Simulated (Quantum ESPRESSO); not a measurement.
## Wannier-interpolated electron–phonon scattering in Rh (Fm-3m)

How strongly do phonons scatter the electrons of Rh (Fm-3m), and how dense must the meshes be?

Program: Quantum ESPRESSO 7.5. Level of theory: DFT LDA, scalar-relativistic, plane waves, PseudoDojo 0.4.1 norm-conserving pseudopotentials. Results are calculated unless marked as measured.

Experimental background.

“Specific Heats and Enthalpies of Technical Solids at Low Temperatures” (1960, NBS Monograph 21, table 3) quotes from earlier work for Rh (bulk crystal): Sommerfeld coefficient γ (electronic heat capacity coefficient, an early compilation) 4.9 mJ/(mol K²).

Most raw output is cut from this account.

## (1) Starting point

Symmetry: Fm-3m, No. 225, cubic system. The conventional cell has a = 3.796 Å, b = 3.796 Å, c = 3.796 Å, α = 90.00°, β = 90.00°, γ = 90.00°. Nearest to Rh lie 12 Rh at 2.68 Å.

## (2) Relaxation

The cell is relaxed under the functional used for all that follows.

File relax.in:

```
&control
   calculation = 'vc-relax'
   prefix = 'x'
   outdir = './tmp'
   pseudo_dir = './pseudo'
   tprnfor = .true.
   tstress = .true.
   etot_conv_thr = 1.0d-05
   forc_conv_thr = 4.0d-04
/
&system
   ibrav = 0
   nat = 1
   ntyp = 1
   ecutwfc = 88.0
   occupations = 'smearing'
   smearing = 'mv'
   degauss = 0.02
/
&electrons
   conv_thr = 1.0d-11
/
&ions
/
&cell
   press_conv_thr = 0.4
/
ATOMIC_SPECIES
 Rh    102.9055  Rh.upf
CELL_PARAMETERS angstrom
     0.000000000    1.897850000    1.897850000
     1.897850000    0.000000000    1.897850000
     1.897850000    1.897850000    0.000000000
ATOMIC_POSITIONS crystal
 Rh     0.000000000   0.000000000   0.000000000
K_POINTS automatic
 12 12 12 0 0 0
```

The run is started by

```bash
$ OMP_NUM_THREADS=1 mpirun -n 16 pw.x -nk 16 -in relax.in > relax.out
```

Elapsed: 6 s, on 16 MPI ranks of Arm Neoverse V1, shared host.

Numbers from this step:

```yaml
free_energy: -3192.5021 eV
pressure: -0.09100 GPa
volume_per_atom: 13.23 Å³/atom
```

The volume ends at 13.23 Å³ an atom, -3.2 % from the start.

## (3) Ground state

Linear response needs a tightly converged ground state.

File scf.in:

```
&control
   calculation = 'scf'
   prefix = 'x'
   outdir = './tmp'
   pseudo_dir = './pseudo'
   tprnfor = .true.
   tstress = .true.
/
&system
   ibrav = 0
   nat = 1
   ntyp = 1
   ecutwfc = 88.0
   occupations = 'smearing'
   smearing = 'mv'
   degauss = 0.02
/
&electrons
   conv_thr = 1.0d-12
/
ATOMIC_SPECIES
 Rh    102.9055  Rh.upf
CELL_PARAMETERS angstrom
     0.000000000    1.877289600    1.877289600
     1.877289600    0.000000000    1.877289600
     1.877289600    1.877289600    0.000000000
ATOMIC_POSITIONS crystal
 Rh     0.000000000   0.000000000   0.000000000
K_POINTS automatic
 12 12 12 0 0 0
```

The run is started by

```bash
$ OMP_NUM_THREADS=1 mpirun -n 16 pw.x -nk 16 -in scf.in > scf.out
```

The job ended after 2.1 s (16 MPI ranks; 31 s of CPU time).

This step gave:

- Fermi energy: 23.44 eV
- pressure: -0.09200 GPa

The Fermi level lies at 23.44 eV and the pressure is -0.092 GPa.

## (4) Phonons on the coarse mesh

ph.x gives the dynamical matrices and the changes of the potential on a coarse q mesh, which EPW interpolates.

File ph.in:

```
phonons
&inputph
   prefix = 'x'
   outdir = './tmp'
   tr2_ph = 1.0d-14
   fildyn = 'x.dyn'
   fildvscf = 'dvscf'
   ldisp = .true.
   nq1 = 6
   nq2 = 6
   nq3 = 6
   alpha_mix(1) = 0.5
   amass(1) = 102.9055
/
```

The run is started by

```bash
$ OMP_NUM_THREADS=1 mpirun -n 16 ph.x -nk 16 -in ph.in > ph.out
```

Wall time 21 min (16 MPI ranks).

This step gave:

| Quantity | Value |
| --- | --- |
| lowest frequency off the zone centre | 83.80 cm⁻¹ |
| largest magnitude of the acoustic modes at the zone centre, before the sum rule | 2.561 cm⁻¹ |

Frequencies at the irreducible wavevectors:

```tsv
q1	q2	q3	star	mode 1 (cm⁻¹)	mode 2 (cm⁻¹)	mode 3 (cm⁻¹)
0	0	0	1	-2.6	-2.6	-2.6
0	0	0.1667	8	83.8	83.8	162.1
0	0	0.3333	8	127.6	127.6	245.1
0	0	0.5	4	151.5	151.5	260.4
0	0.1667	0.1667	6	110.1	110.1	170.6
0	0.1667	0.3333	24	147.4	167.9	227.7
0	0.1667	0.5	24	167.3	176.9	248.8
0	0.1667	-0.3333	24	145.4	179.3	243.5
0	0.1667	-0.1667	12	127.7	155.7	209.3
0	0.3333	0.3333	6	172.1	172.1	243.5
0	0.3333	0.5	24	179.8	203.9	241
0	0.3333	-0.3333	12	155.5	208.6	211
0	0.5	0.5	3	202	202	254.5
0.1667	0.3333	0.5	24	187.1	192	236.1
0.1667	0.3333	-0.3333	24	190.7	197.7	227.9
0.1667	0.5	-0.3333	12	195.2	213.7	229.7
```

The lowest mode off the zone centre lies at 83.8 cm⁻¹ and the highest of all solved modes at 260 cm⁻¹, so the solved wavevectors are stable. The acoustic modes at the centre lie within 2.6 cm⁻¹ of zero before the sum rule is imposed.

## (5) Bands for the check

Bands on a path serve later as the test of the Wannier interpolation; inside the frozen window, points that lie on the coarse mesh match by construction, and those between them test it.

File bands.in:

```
&control
   calculation = 'bands'
   prefix = 'x'
   outdir = './tmp'
   pseudo_dir = './pseudo'
   verbosity = 'high'
/
&system
   ibrav = 0
   nat = 1
   ntyp = 1
   ecutwfc = 88.0
   occupations = 'smearing'
   smearing = 'mv'
   degauss = 0.02
   nbnd = 31
/
&electrons
   conv_thr = 1.0d-10
/
ATOMIC_SPECIES
 Rh    102.9055  Rh.upf
CELL_PARAMETERS angstrom
     0.000000000    1.877289600    1.877289600
     1.877289600    0.000000000    1.877289600
     1.877289600    1.877289600    0.000000000
ATOMIC_POSITIONS crystal
 Rh     0.000000000   0.000000000   0.000000000
K_POINTS crystal
46
 0.37500000 0.37500000 0.75000000 0.02173913
 0.35000000 0.35000000 0.70000000 0.02173913
 0.32500000 0.32500000 0.65000000 0.02173913
 0.30000000 0.30000000 0.60000000 0.02173913
[the list of k-points goes on]
```

The run is started by

```bash
$ OMP_NUM_THREADS=1 mpirun -n 16 pw.x -nk 16 -in bands.in > bands.out
```

Run time: 2.1 s. Hardware: 16 MPI ranks; 31 s of CPU time.

## (6) States on the coarse mesh

Wannier functions need the states on a full uniform k mesh, and the couplings need it to be a multiple of the q mesh.

File nscf.in:

```
&control
   calculation = 'nscf'
   prefix = 'x'
   outdir = './tmp'
   pseudo_dir = './pseudo'
   verbosity = 'high'
/
&system
   ibrav = 0
   nat = 1
   ntyp = 1
   ecutwfc = 88.0
   occupations = 'smearing'
   smearing = 'mv'
   degauss = 0.02
   nbnd = 31
/
&electrons
   conv_thr = 1.0d-11
/
ATOMIC_SPECIES
 Rh    102.9055  Rh.upf
CELL_PARAMETERS angstrom
     0.000000000    1.877289600    1.877289600
     1.877289600    0.000000000    1.877289600
     1.877289600    1.877289600    0.000000000
ATOMIC_POSITIONS crystal
 Rh     0.000000000   0.000000000   0.000000000
K_POINTS crystal
1728
 0.00000000 0.00000000 0.00000000 0.00057870
 0.00000000 0.00000000 0.08333333 0.00057870
 0.00000000 0.00000000 0.16666667 0.00057870
 0.00000000 0.00000000 0.25000000 0.00057870
[the list of k-points goes on]
```

The run is started by

```bash
$ OMP_NUM_THREADS=1 mpirun -n 16 pw.x -nk 16 -in nscf.in > nscf.out
```

The job ended after 55 s (16 MPI ranks; 15 min of CPU time).

## (7) Wannier functions and couplings

Projections Rh s, p, d start 9 Wannier functions; states up to 2.5 eV over the Fermi level are frozen, and the projected functions are kept without the localisation step. Hamiltonian, force constants and couplings go to real space.

File epw1.in:

```
--
&inputepw
   prefix = 'x'
   outdir = './tmp'
   dvscf_dir = './save'
   elph = .true.
   etf_mem = 1
   nbndsub = 9
   bands_skipped = 'exclude_bands = 1-4'
   use_ws = .true.
   vme = 'wannier'
   asr_typ = 'crystal'
   nk1 = 12
   nk2 = 12
   nk3 = 12
   nq1 = 6
   nq2 = 6
   nq3 = 6
   amass(1) = 102.9055
   epwwrite = .true.
   epwread = .false.
   wannierize = .true.
   num_iter = 0
   dis_win_max = 63.44
   dis_froz_max = 25.942
   proj(1) = 'Rh:s;p;d'
   wdata(1) = 'dis_num_iter = 600'
   wdata(2) = 'guiding_centres = .true.'
   wdata(3) = 'num_print_cycles = 50'
   wdata(4) = 'dis_mix_ratio = 0.7'
   band_plot = .true.
   filkf = 'path.dat'
   filqf = 'path.dat'
   fsthick = 100.0
   efermi_read = .true.
   fermi_energy = 23.4424
/
```

The run is started by

```bash
$ OMP_NUM_THREADS=1 mpirun -n 16 epw.x -nk 16 -in epw1.in > epw1.out
```

Elapsed: 28 min, on 16 MPI ranks.

Numbers from this step:

* r.m.s. error of the interpolated bands from 2 eV under to 1 eV over the Fermi level: 0.9 meV
* largest error in that range: 5.4 meV
* lowest interpolated frequency on the path: 0 cm⁻¹

The electronic bands at the labelled points (eV, zero at the Fermi level; # counts the bands kept):

```tsv
point	#1	#2	#3	#4	#5	#6	#7	#8
K	-5.84	-5.04	-2.18	-0.70	0.43	8.13	8.80	12.46
0.47 of the way	-5.20	-4.26	-3.21	-2.03	-1.82	1.34	15.21	16.83
Γ	-8.31	-3.27	-3.27	-3.27	-1.02	-1.02	16.17	21.75
0.46 of the way	-6.62	-3.53	-2.87	-2.87	-0.96	-0.96	16.01	17.92
L	-6.48	-3.35	-3.35	0.65	0.65	0.67	8.98	15.67
halfway	-5.29	-4.40	-2.81	-2.12	0.44	5.61	8.73	16.43
W	-5.31	-4.03	-4.03	-1.26	1.09	9.90	9.90	11.54
0.57 of the way	-6.25	-5.88	-0.98	0.00	1.09	5.67	12.17	12.86
X	-6.69	-6.31	0.63	1.09	1.09	3.28	12.73	13.53
```

The same for Wannier interpolation:

```tsv
point	#1	#2	#3	#4	#5	#6	#7	#8
K	-5.84	-5.04	-2.18	-0.70	0.43	8.57	9.08	13.70
Γ	-8.31	-3.27	-3.27	-3.27	-1.02	-1.02	25.46	25.46
L	-6.48	-3.35	-3.35	0.65	0.65	0.67	9.11	22.00
W	-5.31	-4.03	-4.03	-1.26	1.09	10.31	10.31	11.54
X	-6.69	-6.31	0.63	1.09	1.09	3.39	13.55	13.55
```

The phonon branches at the labelled points (cm⁻¹):

```tsv
point	branch 1	branch 2	branch 3
K	165	209	220
0.47 of the way	138	172	229
Γ	0	0	0
0.46 of the way	104	104	205
L	152	152	260
halfway	180	184	237
W	197	223	223
0.57 of the way	196	206	239
X	202	202	254
```

Near the Fermi level the interpolated bands miss those of pw.x by 1 meV r.m.s. and 5 meV at most, each level matched to the nearest interpolated one; the r.m.s. value is under the 60 meV set for going on.

## (8) Coupling and Tc: fine k 20×20×20, q 10×10×10, width 0.15 eV, window 0.61 eV

The couplings are interpolated to a fine mesh near the Fermi level; their sum gives α²F and λ, and the linearised gap equation gives Tc.

File a2f-1.in:

```
--
&inputepw
   prefix = 'x'
   outdir = './tmp'
   dvscf_dir = './save'
   elph = .true.
   etf_mem = 1
   nbndsub = 9
   bands_skipped = 'exclude_bands = 1-4'
   use_ws = .true.
   vme = 'wannier'
   asr_typ = 'crystal'
   nk1 = 12
   nk2 = 12
   nk3 = 12
   nq1 = 6
   nq2 = 6
   nq3 = 6
   amass(1) = 102.9055
   epwwrite = .false.
   epwread = .true.
   wannierize = .false.
   nkf1 = 20
   nkf2 = 20
   nkf3 = 20
   nqf1 = 10
   nqf2 = 10
   nqf3 = 10
   mp_mesh_k = .true.
   ephwrite = .true.
   eliashberg = .true.
   liso = .true.
   limag = .true.
   tc_linear = .true.
   tc_linear_solver = 'lapack'
   fsthick = 0.61
   degaussw = 0.15
   degaussq = 0.5
   nqstep = 500
   muc = 0.13
   wscut = 0.3
   nsiter = 500
   nstemp = 7
   temps = 0.5 1.0 2.0 4.0 8.0 16.0 32.0
/
```

The run is started by

```bash
$ OMP_NUM_THREADS=1 mpirun -n 16 epw.x -nk 16 -in a2f-1.in > a2f-1.out
```

Run time: 9.2 min. Hardware: 16 MPI ranks.

Numbers from this step:

```yaml
coupling_constant_lambda: 0.3656
log_mean_phonon_energy_omega_log: 23.23 meV
density_of_states_at_the_fermi_level: 0.5245 states/eV a spin and cell
fermi_level_on_the_fine_mesh: 23.48 eV
```

The a2F by phonon energy; read off at these points:

```tsv
phonon energy (meV)	a2F
5.0	0
6.0	4.5e-4
7.0	0.00167
8.0	1.9e-4
9.0	9.9e-4
10.0	4.8e-4
11.0	0.00351
12.0	0.0117
13.0	0.0159
14.0	0.0120
15.0	0.0306
16.0	0.0535
17.0	0.0598
18.0	0.159
18.5	0.201
19.0	0.161
20.0	0.270
21.0	0.278
22.0	0.338
23.0	0.398
24.0	0.543
24.2	0.555
25.0	0.333
26.0	0.340
27.0	0.167
28.0	0.327
29.0	0.309
30.0	0.360
31.0	0.144
32.0	0.0356
33.0	5.6e-4
34.0	0
```

Tc lies where the eigenvalue is 1; mu* = 0.13. Eigenvalue against temperature:

```tsv
T (K)	largest eigenvalue of the linearised gap equation
0.5	1.065
1	0.9053
2	0.7465
4	0.5895
8	0.4344
16	0.2845
32	0.142
```

λ = 0.366 and ħω_log = 23.2 meV. The eigenvalue passes 1 near 0.66 K.

## (9) Resistivity: fine k 24×24×24, q 12×12×12, adaptive width, window 0.32 eV

The Boltzmann equation is solved by iteration on a fine mesh; only states within the window around the Fermi level enter.

File bte-1.in:

```
--
&inputepw
   prefix = 'x'
   outdir = './tmp'
   dvscf_dir = './save'
   elph = .true.
   etf_mem = 1
   nbndsub = 9
   bands_skipped = 'exclude_bands = 1-4'
   use_ws = .true.
   vme = 'wannier'
   asr_typ = 'crystal'
   nk1 = 12
   nk2 = 12
   nk3 = 12
   nq1 = 6
   nq2 = 6
   nq3 = 6
   amass(1) = 102.9055
   epwwrite = .false.
   epwread = .true.
   wannierize = .false.
   nkf1 = 24
   nkf2 = 24
   nkf3 = 24
   nqf1 = 12
   nqf2 = 12
   nqf3 = 12
   mp_mesh_k = .true.
   scattering = .true.
   iterative_bte = .true.
   epmatkqread = .false.
   assume_metal = .true.
   int_mob = .false.
   carrier = .false.
   ngaussw = -99
   mob_maxiter = 200
   broyden_beta = 0.7
   fsthick = 0.32
   degaussw = 0.0
   nstemp = 6
   temps = 150 200 273 300 400 500
   restart = .false.
   selecqread = .false.
/
```

The run is started by

```bash
$ OMP_NUM_THREADS=1 mpirun -n 16 epw.x -nk 16 -in bte-1.in > bte-1.out
```

Run time: 15 min. Hardware: 16 MPI ranks.

This step gave:

```yaml
iterations: 25
resistivity_at_300_k: 4.946 μΩ cm
```

Resistivity, by row:

```tsv
T (K)	rho_xx (μΩ cm)	rho_yy	rho_zz	relaxation-time approximation, mean of the axes (μΩ cm)
150	2.685	2.685	2.685	2.757
200	3.496	3.496	3.496	3.561
273	4.574	4.574	4.574	4.625
300	4.946	4.946	4.946	4.987
400	6.242	6.242	6.242	6.228
500	7.437	7.437	7.437	7.363
```

ρ(300 K) = 4.95 μΩ cm; the relaxation-time start gave 4.99. One mesh does not show convergence. The largest adaptive width printed is 0.69 eV, against a window of 0.32 eV outside which no state is counted.

## (10) Coupling and Tc, input with a fault, fine q mesh 10×10×10, fine mesh 10×10×10

A variant of the settings follows.

File bad.in:

```
--
&inputepw
   prefix = 'x'
   outdir = './tmp'
   dvscf_dir = './save'
   elph = .true.
   etf_mem = 1
   nbndsub = 9
   bands_skipped = 'exclude_bands = 1-4'
   use_ws = .true.
   vme = 'wannier'
   asr_typ = 'crystal'
   nk1 = 12
   nk2 = 12
   nk3 = 12
   nq1 = 6
   nq2 = 6
   nq3 = 6
   amass(1) = 102.9055
   epwwrite = .false.
   epwread = .true.
   wannierize = .false.
   nkf1 = 10
   nkf2 = 10
   nkf3 = 10
   nqf1 = 10
   nqf2 = 10
   nqf3 = 10
   mp_mesh_k = .true.
   ephwrite = .true.
   eliashberg = .true.
   liso = .true.
   limag = .true.
   tc_linear = .true.
   tc_linear_solver = 'lapack'
   fsthick = 0.4
   degaussw = 0.01
   degaussq = 0.5
   nqstep = 500
   muc = 0.13
   wscut = 0.3
   nsiter = 500
   nstemp = 7
   temps = 0.5 1.0 2.0 4.0 8.0 16.0 32.0
/
```

The run is started by

```bash
$ OMP_NUM_THREADS=1 mpirun -n 16 epw.x -nk 16 -in bad.in > bad.out
```

The job ended after 9.3 min (16 MPI ranks; 2.5 h of CPU time).

This step gave:

* coupling constant λ: 0.6869
* log mean phonon energy ħω_log: 24.46 meV
* density of states at the Fermi level: 2.698 states/eV a spin and cell
* Fermi level on the fine mesh: 23.51 eV

This input has a delta width far below the mesh spacing, and its λ = 0.687 is no result.

## (11) Outcome

```
Wannier functions, band error                                                   : 9 functions; 1 meV r.m.s.
coupling constant λ, fine k 20×20×20, q 10×10×10, width 0.15 eV, window 0.61 eV : 0.366
ħω_log                                                                          : 23.2 meV
Tc at μ* = 0.13, Allen–Dynes                                                    : 0.23 K
resistivity at 300 K, 24×24×24                                                  : 4.95 μΩ cm, unsound
```

In words: Step 7: No branch goes imaginary on this path. Step 8: The coupling constant from the curve is λ = 0.37; modes below 23.7 meV give half. Step 8: Distinct peaks of the a2F stand at 24.2 and 29.9 meV; the one at 24.2 meV is strongest. On the finest meshes run, Rh (Fm-3m) has λ = 0.37 and an unconverged phonon-limited resistivity of 4.95 μΩ cm at 300 K. The resistivity rests on one fine mesh, a coarse one, and its convergence is untested: it is no result for this metal. On the finest mesh the adaptive width still reaches 0.69 eV against a window of 0.32 eV; the window, which cuts off final states, was not widened. The Eliashberg Tc is interpolated in log T between temperatures a factor of two apart, and its μ* acts up to a cut-off of 0.3 eV, so it weighs less than the same number in Allen and Dynes's formula. The relaxed volume lies -3.2 % from the database entry, which shifts the phonons and with them λ and ρ. λ rests on one fine mesh and one width. Between 150 and 500 K the resistivity rises by a factor of 2.77, against 3.33 for a straight line through the origin; phonon scattering should fall faster than that line on cooling, so the temperature dependence is not converged. The Sommerfeld coefficient follows from γ = (π²/3) k_B² N(E_F)(1 + λ), with twice the density of states a spin that EPW reads on the fine mesh at this width. Measured: resistivity: 4.3 μΩ cm at 273 K (at 273 K; handbook value for the pure polycrystalline metal; quoted in “CRC Handbook of Chemistry and Physics, 84th edition, Electrical Resistivity of Pure Metals”, 2003, CRC Press, section 12, read from Wikipedia's data page); the unsound value above is not graded against it. Measured: transition temperature: 0.000325 K (bulk, normal pressure; compiled value; quoted in “List of superconductors”, 2026, Wikipedia's table of superconducting elements, as read in December); Allen and Dynes's formula gives 0.23 K at μ* = 0.13, a miss by a large factor whose cause these runs do not show; μ* is typed and spin fluctuations are left out. The q mesh of ph.x (6×6×6), the k mesh and smearing of the ground state (12×12×12) and EPW's coarse k mesh (12×12×12) were not varied. Only scattering by harmonic phonons counts; impurities, grain boundaries and thermal expansion are left out, and μ* is typed.

Computed beside measured:

| quantity | measured | k 20×20×20, 0.15 eV |
| --- | --- | --- |
| Sommerfeld coefficient γ (per mole of Rh) (mJ/(mol K²)) | 4.9 | 3.38 (-31.1 %) |

Measured values from NBS Monograph 21, table 3 (1960).

Verdict: The Sommerfeld coefficient γ is off by -31.1 %: a clear miss. Limits of convergence are named above.

[The logs of pw.x and epw.x are selected lines.]

[Logs are printed without paths, hosts, clocks, repeated set-up lines and the standing remarks that a program may print on its own settings, such as how far it seeks lower states.]

[Hosts, paths, dates, database ids (printed as entryN), source tags and the programs' standing remarks are cut or masked in the printed files.]
